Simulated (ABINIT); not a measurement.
Planning a run of ABINIT 10.8.3 on LiNbO3 (R3c). The input:

```
acell 3*1.0 Angstrom
rprim 
  2.575800000019 1.487138823389 4.623000000000
  -2.575800000018 1.487138823389 4.623000000000
  0.000000000000 -2.974277646779 4.623000000000
ntypat 3
znucl 3 41 8
natom 10
typat 1 1 2 2 3 3 3 3 3 3
xred 
  0.281500000000 0.281500000000 0.281500000000
  0.781500000000 0.781500000000 0.781500000000
  0.000055000000 0.000055000000 0.000055000000
  0.500055000000 0.500055000000 0.500055000000
  0.112310000000 0.358360000000 0.719590000000
  0.719590000000 0.112310000000 0.358360000000
  0.358360000000 0.719590000000 0.112310000000
  0.219590000000 0.858360000000 0.612310000000
  0.858360000000 0.612310000000 0.219590000000
  0.612310000000 0.219590000000 0.858360000000
pp_dirpath "pseudos"
pseudos "Li.upf, Nb.upf, O.upf"
ecut 37
ngkpt 4 4 4
nshiftk 1
shiftk 0 0 0
kptopt 1
chksymbreak 0
istwfk *1
occopt 1
irdwfk 1
optdriver 3
nband 233
ecuteps 4.8
inclvkb 2
awtr 1
symchi 1
irdqps 1
gwcalctyp 10
nqptdm 12
qptdm 
  0.2500000000 0.0000000000 0.0000000000
  0.5000000000 0.0000000000 0.0000000000
  0.2500000000 0.2500000000 0.0000000000
  0.5000000000 0.2500000000 0.0000000000
  -0.2500000000 0.2500000000 0.0000000000
  0.5000000000 0.5000000000 0.0000000000
  0.2500000000 0.2500000000 0.2500000000
  0.5000000000 0.2500000000 0.2500000000
  -0.2500000000 0.2500000000 0.2500000000
  0.5000000000 0.5000000000 0.2500000000
  -0.2500000000 0.5000000000 0.2500000000
  0.5000000000 0.5000000000 0.5000000000
indata_prefix "in"
outdata_prefix "out"
tmpdata_prefix "tmp"
```

```sh
OMP_NUM_THREADS=1 mpirun -n 32 abinit run.abi > log; mrgscr < mrgscr.stdin
```

Q: Estimate wall time and host memory on 32 MPI ranks of Arm Neoverse V2, shared host.

It took 4.6 min; on shared hardware allow 2.3 min to 9.1 min. Peak host memory was 21 GiB.

[Paths, hosts, dates, memory and timing lines, banners, echoed tables and standing remarks are left out of the program output.]

[Logs are printed without paths, hosts, clocks, repeated set-up lines and the standing remarks that a program may print on its own settings, such as how far it seeks lower states.]

[Runs of the session that timed out or met a known fault of the program may be left out.]

[Hosts, paths, dates, database ids (printed as entryN), source tags and the programs' standing remarks are cut or masked in the printed files.]

[G0W0 gaps are taken among the corrected bands and points alone; a level outside them can change the order at an edge.]

[Where Ansatz stands beside ABINIT at settings called matched, ABINIT's density can come from a denser mesh and the files from another edition; pairs whose starting gaps differed by over 0.03 eV were left out, so agreement reads better than it is.]
